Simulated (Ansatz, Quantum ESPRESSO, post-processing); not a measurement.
# Screening and band shifts of Al2SSe, 1 layer, part 5 of 6

How does Al2SSe, 1 layer respond to a gate-like field without added charge?

Quantum ESPRESSO 7.5; plane-wave DFT, PBE, GBRV ultrasoft pseudopotentials; geometry and cross-check by Ansatz 0.2.0 with PAW datasets.

So far. Step 11 (Ground state: field 0.3 V/Å): The dipole goes from -0.0050 to 0.1218 e Å, 0.4224 e Å per V/Å. Step 12 (Electrostatic potential): The slope in the vacuum is 0.300 eV/Å for an applied 0.30 V/Å, as it should be.

## Step 13: Bands along a path: field 0.3 V/Å

Input file f3.bands.in:

```
&control
  prefix = 'f3.bands'
  outdir = './out'
  pseudo_dir = './pseudo'
  calculation = 'bands'
  tefield = .true.
  dipfield = .true.
/
&system
  ibrav = 0
  nat = 4
  ntyp = 3
  ecutwfc = 40
  ecutrho = 200
  occupations = 'smearing'
  smearing = 'fd'
  degauss = 0.004
  edir = 3
  emaxpos = 0.97
  eopreg = 0.04
  eamp = 0.00583407
  nbnd = 15
/
&electrons
  conv_thr = 1e-07
  mixing_beta = 0.4
  electron_maxstep = 120
  mixing_mode = 'local-TF'
/
ATOMIC_SPECIES
  Se  78.9710  se_pbe_v1.uspp.F.UPF
  Al  26.9815  al_pbe_v1.uspp.F.UPF
  S   32.0600  s_pbe_v1.4.uspp.F.UPF
CELL_PARAMETERS angstrom
  3.67768374882588 -0.00000000000000 -0.00000000000000
  -1.83884187441294 3.18496755356840 -0.00000000000000
  -0.00000000000000 -0.00000000000000 21.45087501970000
ATOMIC_POSITIONS crystal
  Se  0.333333333333 0.666666666667 0.389503771012
  Al  -0.000000000000 -0.000000000000 0.445866151416
  Al  0.000000000000 -0.000000000000 0.566657190638
  S   0.333333333333 0.666666666667 0.614259252935
K_POINTS crystal_b
4
  0.0000000000 0.0000000000 0.0000000000 14
  0.5000000000 0.0000000000 0.0000000000 14
  0.3333333333 0.3333333333 0.0000000000 14
  0.0000000000 0.0000000000 0.0000000000 1
```

Started as:

```console
$ cp -r out/f3.save out/f3.bands.save
$ cp out/f3.xml out/f3.bands.xml
$ OMP_NUM_THREADS=1 mpirun -n 4 pw.x -nk 4 -in f3.bands.in > f3.bands.out
```

Numbers of over 12 decimals in the logs are rounded to 6 here.

What it wrote:

```text
[banner, memory and clock lines left out]
Program PWSCF v.7.5 starts
[citation notice left out]

[...]
bravais-lattice index     =            0
     lattice parameter (alat)  =       6.9498  a.u.
     unit-cell volume          =    1695.5906 (a.u.)^3
     number of atoms/cell      =            4
     number of atomic types    =            3
     number of electrons       =        18.00
     number of Kohn-Sham states=           15
     kinetic-energy cutoff     =      40.0000  Ry
     charge density cutoff     =     200.0000  Ry
     Exchange-correlation=  SLA  PW   PBX  PBC
                           (   1   4   3   4   0   0   0)

[...]
PseudoPot. # 1 for Se read from file:
     ./pseudo/se_pbe_v1.uspp.F.UPF
     Pseudo is Ultrasoft + core correction, Zval =  6.0
     Generated by new atomic code, or converted to UPF format
     Using radial grid of  877 points,  6 beta functions with:
                l(1) =   0
                l(2) =   0
                l(3) =   1
                l(4) =   1
                l(5) =   2
                l(6) =   2
     Q(r) pseudized with  8 coefficients,  rinner =    1.300   1.300   1.300
                                                       1.300   1.300

     PseudoPot. # 2 for Al read from file:
     ./pseudo/al_pbe_v1.uspp.F.UPF
     Pseudo is Ultrasoft + core correction, Zval =  3.0
     Generated by new atomic code, or converted to UPF format
     Using radial grid of  893 points,  3 beta functions with:
                l(1) =   0
                l(2) =   1
                l(3) =   2
     Q(r) pseudized with  8 coefficients,  rinner =    0.900   0.900   0.900
                                                       0.900   0.900

     PseudoPot. # 3 for S  read from file:
     ./pseudo/s_pbe_v1.4.uspp.F.UPF
     Pseudo is Ultrasoft + core correction, Zval =  6.0
     Generated by new atomic code, or converted to UPF format
     Using radial grid of  907 points,  6 beta functions with:
                l(1) =   0
                l(2) =   0
                l(3) =   1
                l(4) =   1
                l(5) =   2
                l(6) =   2
     Q(r) pseudized with  8 coefficients,  rinner =    1.300   1.300   1.300
                                                       1.300   1.300

     atomic species   valence    mass     pseudopotential
     Se                6.00    78.97100     Se( 1.00)
     Al                3.00    26.98150     Al( 1.00)
     S                 6.00    32.06000     S ( 1.00)

     No symmetry found

[...]
number of k points=    43  Fermi-Dirac smearing, width (Ry)=  0.0040
[...]
Dense  grid:    80943 G-vectors     FFT dimensions: (  32,  32, 192)

     Smooth grid:    57655 G-vectors     FFT dimensions: (  27,  27, 180)

     The potential is recalculated from file :
     ./out/f3.bands.save/charge-density

     negative rho (up, down):  3.224E-04 0.000E+00

     Adding external electric field

     Computed dipole along edir(3) :
        Dipole                0.2301 Ry au,          0.5848 Debye
        Dipole field          0.0017 Ry au,

        E field amplitude [Ha a.u.]:  5.8341E-03
        Potential amp.        0.3213 Ry
        Total length         38.9148 bohr

     Starting wfcs are   16 randomized atomic wfcs

     Band Structure Calculation
     Davidson diagonalization with overlap

     ethr =  5.56E-10,  avg # of iterations = 69.3

     End of band structure calculation

          k = 0.0000 0.0000 0.0000 (  7131 PWs)   bands (ev):

   -15.3795 -15.2577  -7.4420  -5.3299  -3.6863  -3.6863  -2.6472  -2.6472
    -2.4198   0.7749   1.6412   2.3120   3.0522   3.0522   3.2548

          k = 0.0357 0.0206 0.0000 (  7141 PWs)   bands (ev):

   -15.3686 -15.2476  -7.4311  -5.3226  -3.7666  -3.7016  -2.7681  -2.6679
    -2.3907   0.8542   1.7271   2.3332   2.9752   3.0799   3.2773

[...]
```

Run time: 25 s. Hardware: 4 MPI ranks of Intel Xeon Platinum 8488C (Sapphire Rapids), shared host; peak memory 0.36 GiB.

Numbers from this step:

```
valence top, on the run's zero : -2.227 eV
gap by band count              : 2.058 eV
```

Band numbers count within the set of bands kept for display. Electronic bands along the path, in eV, zero at the highest filled level of the SCF mesh; v1 is the highest filled band, c1 the lowest empty one:

| point | v4 | v3 | v2 | v1 | c1 | c2 | c3 | c4 |
| --- | --- | --- | --- | --- | --- | --- | --- | --- |
| Γ | -1.46 | -0.42 | -0.42 | -0.19 | 3.01 | 3.87 | 4.54 | 5.28 |
| halfway | -2.34 | -1.99 | -1.11 | -0.03 | 3.10 | 3.96 | 5.15 | 5.35 |
| M | -2.41 | -1.77 | -1.63 | -0.89 | 2.06 | 3.28 | 4.00 | 4.43 |
| halfway | -2.83 | -2.36 | -1.65 | -0.82 | 2.40 | 4.08 | 4.63 | 4.80 |
| K | -3.70 | -2.17 | -1.54 | -0.83 | 2.15 | 4.39 | 4.45 | 5.40 |
| halfway | -2.49 | -2.22 | -1.76 | -0.05 | 3.47 | 4.62 | 4.76 | 5.46 |
| Γ | -1.46 | -0.42 | -0.42 | -0.19 | 3.01 | 3.87 | 4.54 | 5.28 |

Upper empty bands that drop with the field can be states of the vacuum, held by the sawtooth; they depend on the cell's width.

Along this path the valence top lies between K and Γ and the conduction bottom at M.

## Step 14: Density by pp.x

The density shows how far the electrons spill into the vacuum.

Input file f0.rho.in:

```
&inputpp
  prefix = 'f0'
  outdir = './out'
  filplot = 'f0.rho.dat'
  plot_num = 0
/
```

Started as:

```console
$ OMP_NUM_THREADS=1 mpirun -n 4 pp.x -in f0.rho.in > f0.rho.out
```

What it wrote:

```text
[banner, memory and clock lines left out]
Program POST-PROC v.7.5 starts

          URL

     ./out/f0.save/

     IMPORTANT: XC functional enforced from input :
     Exchange-correlation= PBE
                           (   1   4   3   4   0   0   0)
     Any further DFT definition will be discarded
     Please, verify this is what you really want

     negative rho (up, down):  3.266E-04 0.000E+00

     Adding external electric field

     Computed dipole along edir(3) :
        Dipole               -0.0094 Ry au,         -0.0239 Debye
        Dipole field         -0.0001 Ry au,

        Potential amp.        0.0054 Ry
        Total length         38.9148 bohr

     Calling punch_plot, plot_num =   0
     Writing data to file  f0.rho.dat
     Message from routine chdens:
     namelist plot not found or invalid, exiting
```

The job ended after 1.6 s (4 MPI ranks; peak memory 0.11 GiB; 5.5 s of CPU time).

Read from the output:

```
electrons by integration : 18.00 e
```

Mean over planes. The valence density, planar mean by z:

| z (Å) | valence density, planar mean (e/Å³) |
| --- | --- |
| 4 | 5.6e-6 |
| 5 | 1.0e-4 |
| 6 | 0.00198 |
| 7 | 0.0397 |
| 8 | 0.270 |
| 9 | 0.319 |
| 10 | 0.101 |
| 11 | 0.0998 |
| 12 | 0.149 |
| 13 | 0.383 |
| 14 | 0.153 |
| 15 | 0.00768 |
| 16 | 3.6e-4 |
| 17 | 1.8e-5 |

Valence density in the ca plane at fractional y = 0.667, with atoms of Se and S within 0.2 Å of it. It is the smooth field of the valence electrons, not physical close to the nuclei.

Ten steps, logarithmic in the rise over the least value, from '0' (0.0 e/Å³) to '9' (1.6 e/Å³), each cell a mean:
```
00000000000000001134455544444444554321000000
00000000000000000123445544444444444321000000
00000000000000001234555544444445555432100000
00000000000000002356777654333446777653100000
00000000000000012478888754323356888864210000
00000000000000013588778754322357988985310000
00000000000000013687997764222357988986310000
00000000000000013578778754322357888975310000
00000000000000012467888654333356888864210000
00000000000000001346676654433445676643100000
```
Columns run along c (16.0 Å, from fractional 0.04 to 0.79 of the cell), rows up along a (3.7 Å). Atoms in or near the plane, at fractional coordinates: Se at (0.39, 0.33), S at (0.61, 0.33).

The density integrates to 18.000 electrons, as the 18 of the input ask.

## Step 15: Density by pp.x

Input file f2.rho.in:

```
&inputpp
  prefix = 'f2'
  outdir = './out'
  filplot = 'f2.rho.dat'
  plot_num = 0
/
```

Started as:

```console
$ OMP_NUM_THREADS=1 mpirun -n 4 pp.x -in f2.rho.in > f2.rho.out
```

Wall time 1.6 s (4 MPI ranks); peak memory 0.11 GiB; 5.6 s of CPU time.

## Step 16: Charge moved by a field of 0.2 V/Å

Numbers from this step:

* largest charge moved across a plane: 0.001101 e/Å²
* dipole step: -1.304 eV

Planar mean against z:

| z (Å) | planar mean (e/Å³) |
| --- | --- |
| 2.0 | 2.6e-8 |
| 2.5 | 7.7e-8 |
| 3.0 | 2.3e-7 |
| 3.5 | 6.9e-7 |
| 4.0 | 2.1e-6 |
| 4.5 | 6.2e-6 |
| 5.0 | 1.8e-5 |
| 5.5 | 5.0e-5 |
| 6.0 | 1.3e-4 |
| 6.5 | 3.1e-4 |
| 7.0 | 6.1e-4 |
| 7.5 | 6.8e-4 |
| 8.0 | 2.4e-4 |
| 8.5 | 1.3e-4 |
| 9.0 | -5.5e-5 |
| 9.5 | -3.4e-4 |
| 10.0 | 8.4e-6 |
| 10.5 | 1.9e-4 |
| 11.0 | -1.1e-4 |
| 11.5 | -1.9e-4 |
| 12.0 | 2.0e-4 |
| 12.5 | 1.7e-4 |
| 13.0 | -1.3e-4 |
| 13.5 | -3.1e-4 |
| 14.0 | -7.1e-4 |
| 14.5 | -5.6e-4 |
| 15.0 | -2.6e-4 |
| 15.5 | -1.0e-4 |
| 16.0 | -3.5e-5 |
| 16.5 | -1.1e-5 |
| 17.0 | -3.5e-6 |
| 17.5 | -1.1e-6 |
| 18.0 | -3.2e-7 |
| 18.5 | -9.5e-8 |
| 19.0 | -3.0e-8 |

The running integral, electrons below z oscillates, so the rows of the table below give means over windows of 1 Å about each position, cut where the curve ends. Its maxima inside the range that stand out by 2 % of the span (Å: e/Å²): 8.8: 0.00110, 10.7: 0.00100, 12.6: 0.00106. Its minima: 9.9: 8.9e-4, 11.6: 8.8e-4.

The running integral, electrons below z by z; means over each step:

z (Å), running integral, electrons below z (e/Å²) and a bar:
```
        2    0.00000 
        3    0.00000 
        4    0.00000 
        5    0.00001 
        6    0.00008 ##
        7    0.00045 #############
        8    0.00097 ###########################
        9    0.00106 ##############################
       10    0.00092 ##########################
       11    0.00097 ###########################
       12    0.00094 ##########################
       13    0.00102 #############################
       14    0.00063 ##################
       15    0.00014 ####
       16    0.00002 
       17    0.00000 
       18    0.00000 
       19    0.00000
```

## Step 17: Polarisability from the dipole between 0 and 0.1 V/A

This step gave:

| Quantity | Value |
| --- | --- |
| change of slope in the vacuum | 0.10000 eV/Å |
| polarisability a cell | 6.083 Å³ |
| sheet polarisability 4πα/A | 6.526 Å |

Change of the potential energy, second field less first against z:

| z (Å) | change of the potential energy, second field less first (eV) |
| --- | --- |
| 0 | -0.368 |
| 1 | -0.642 |
| 2 | -0.542 |
| 3 | -0.442 |
| 4 | -0.342 |
| 5 | -0.242 |
| 6 | -0.144 |
| 7 | -0.0613 |
| 8 | -0.0265 |
| 9 | -0.0223 |
| 10 | -0.0117 |
| 11 | 0.00153 |
| 12 | 0.0185 |
| 13 | 0.0268 |
| 14 | 0.0445 |
| 15 | 0.112 |
| 16 | 0.207 |
| 17 | 0.306 |
| 18 | 0.406 |
| 19 | 0.506 |
| 20 | 0.606 |
| 21 | 0.371 |

## Step 18: Dipole against field

Table of dipole along the normal, dipole moment by applied field:

| applied field (V/Å) | dipole along the normal, dipole moment (e·Å) |
| --- | --- |
| 0.000 | -0.00498 |
| 0.100 | 0.0373 |
| 0.200 | 0.0795 |
| 0.300 | 0.122 |

## Step 19: Cross-check with Ansatz: field 0.1 V/Å

A second code with its own PAW datasets, on the same atoms.

Level of this step: plane-wave DFT, PBE, Ansatz PAW (Ansatz 0.2.0).

Input file input.yaml:

```yaml
crystal:
  lattice:
    - [3.6776837488, 0.0, 0.0]
    - [-1.8388418744, 3.1849675536, 0.0]
    - [0.0, 0.0, 21.4508750197]
  atoms:
    - { symbol: Se, position: [0.3333333333, 0.6666666667, 0.389503771] }
    - { symbol: Al, position: [0.0, 0.0, 0.4458661514] }
    - { symbol: Al, position: [0.0, 0.0, 0.5666571906] }
    - { symbol: S, position: [0.3333333333, 0.6666666667, 0.6142592529] }
kpoints:
  mp_grid: { grid: [12, 12, 1] }
hamiltonian:
  xc: pbe
scf:
  occupations: { method: fermi_dirac, width: 0.054 }
  convergence: { dr2_threshold: 1.0e-09 }
efield:
  axis: 3
  dipole_correction: true
  ramp_position: 0.97
  ramp_width: 0.04
  amplitude: 0.1
output:
  write_potential: true
  write_density: true
  volumetric_format: npy
```

Started as:

```console
$ ansatz run input.yaml --threads 4 --pin off --max-ram 8192MiB --backend cpu --events-out ev --progress --plain --runs-dir out
```

What it wrote:

```text
[...]
Crystal: 4 atoms, lattice volume = 251.261 Å³
Basis set: ecut = 420 eV, 4919 PW (Γ)
Bands: 18, of which v1, the nominal top of the filled ones, is band 14 counted from 1 (13 counted from 0)
Symmetry: 6 space group operations
[...]
k-points: 19 of 144 (time reversal used)
[...]
SCF iter   1: F=—  HF=-7449.726148 eV  |F-HF|=—  |Δ(HF+E_count)|=         —  Δρ=2.27e-2  dr2=1.71e0  ethr=3.10e-3  p=0.046 e·Å  D=3.28e-2 V/Å  ΔV_dip=-0.70 eV  dr2_dipole=1.48e-3  V_vac-E_F(+/−)=6.52/5.23 eV  ⟨swp⟩=8.4  Hψ=2269  notcnv=0
[...]
SCF iter  11: F=-7449.299754 eV  HF=-7449.299754 eV  |F-HF|=2.86e-10  |Δ(HF+E_count)|=   2.59e-9  Δρ=5.75e-7  dr2=7.17e-10  ethr=3.57e-12  p=0.037 e·Å  D=2.70e-2 V/Å  ΔV_dip=-0.58 eV  dr2_dipole=9.22e-12  V_vac-E_F(+/−)=5.59/4.18 eV  ⟨swp⟩=4.3  Hψ=1428  notcnv=0
SCF 1 converged in 11 iterations: F = -7449.299754 eV  dr2 = 7.17e-10
[...]
WARN: The output density's exchange-correlation potential varies sharply where the density is thin. Do not read a vacuum level from v_tot or v_xc, or from such a field of the output density. On a cell that repeats whose density bears no net charge and no dipole along the vacuum's axis use v_es (v_loc + v_h of the components); under efield.dipole_correction with no amplitude use v_es + v_field, which holds any externa [...]
SCF converged after 11 iterations
Free energy (F): -7449.299754 eV
[...]
Internal energy: -7449.299754 eV  (E = F + TS)
E sigma→0 (E₀):  -7449.299754 eV
Fermi energy:    -0.950423 eV
Dipole field:    D = 0.026983 V/Å  (p = 0.037468 e·Å, saw-weighted, corrected)
Work function:   not extracted (applied field tilts the vacuum); planar V_es + V_field profile in the machine report
[...]
--- Band table (eV; the first three rows and the last of 19) ---
  k-point 0: bands = [... 10 lower, -3.5381, -2.3937, -2.3937, -2.2132, 0.9851, 1.9039, 3.2361, 3.2548]
  k-point 1: bands = [... 10 lower, -3.6175, -2.9300, -2.5006, -2.1225, 1.3579, 2.2879, 2.9287, 3.3530]
  k-point 2: bands = [... 10 lower, -3.9095, -3.8191, -2.7655, -2.0416, 1.7694, 2.0865, 3.2927, 3.4123]
  k-point 18: bands = [... 10 lower, -5.6698, -4.2121, -3.5440, -2.8304, 0.1192, 2.3576, 2.4668, 3.3786]
```

Elapsed: 2.4 s, on 4 threads; peak memory 0.55 GiB.

This step gave:

```
free energy             : -7449.2998 eV
Fermi energy            : -0.9504 eV
gap by band count       : 2.041 eV
dipole along the normal : 0.03747 e·Å
```

At 0.1 V/Å Ansatz's dipole is 0.0375 e Å against 0.0373 from pw.x.

## Step 20: Cross-check with Ansatz: field -0.1 V/Å

input.yaml, as its differences from the input of step 19:

```diff
@@ -22,3 +22,3 @@
   ramp_width: 0.04
-  amplitude: 0.1
+  amplitude: -0.1
 output:
```

What it wrote:

```text
[...]
Crystal: 4 atoms, lattice volume = 251.261 Å³
Basis set: ecut = 420 eV, 4919 PW (Γ)
Bands: 18, of which v1, the nominal top of the filled ones, is band 14 counted from 1 (13 counted from 0)
Symmetry: 6 space group operations
[...]
k-points: 19 of 144 (time reversal used)
[...]
--- Band table (eV; the first three rows and the last of 19) ---
  k-point 0: bands = [... 10 lower, -3.6177, -2.3700, -2.3700, -2.2404, 0.9335, 1.9109, 3.2074, 3.2074]
  k-point 1: bands = [... 10 lower, -3.6971, -2.9048, -2.4770, -2.1493, 1.3040, 2.2982, 2.8898, 3.3516]
  k-point 2: bands = [... 10 lower, -3.8985, -3.8828, -2.7421, -2.0677, 1.7078, 2.0870, 3.2448, 3.4712]
  k-point 18: bands = [... 10 lower, -5.6510, -4.2692, -3.5436, -2.8559, 0.0947, 2.3350, 2.4444, 3.3543]
[key lines of the parts left out:]
SCF converged after 11 iterations
Free energy (F): -7449.300699 eV
Fermi energy:    -0.979593 eV
Dipole field:    D = -0.033784 V/Å  (p = -0.046911 e·Å, saw-weighted, corrected)
```

The job ended after 2.3 s (4 threads; peak memory 0.52 GiB).

Numbers from this step:

| Property | Result |
| --- | --- |
| free energy | -7449.3007 eV |
| Fermi energy | -0.9796 eV |
| gap by band count | 2.032 eV |
| dipole along the normal | -0.04691 e·Å |

## Step 21: Dipole against field, Ansatz

Dipole along the normal, dipole moment against applied field:

| applied field (V/Å) | dipole along the normal, dipole moment (e·Å) |
| --- | --- |
| -0.1000 | -0.0469 |
| 0.0000 | -0.00469 |
| 0.1000 | 0.0375 |

(Continued in part 6 of 6.)

[Logs are printed without paths, hosts, clocks, repeated set-up lines and the standing remarks that a program may print on its own settings, such as how far it seeks lower states.]

[Hosts, paths, dates, database ids (printed as entryN), source tags and the programs' standing remarks are cut or masked in the printed files.]

[Maps of the electrostatic potential energy from Ansatz leave out the sawtooth potential of an applied field or a dipole correction, so their vacuum need not be flat; planar profiles and work functions include it.]
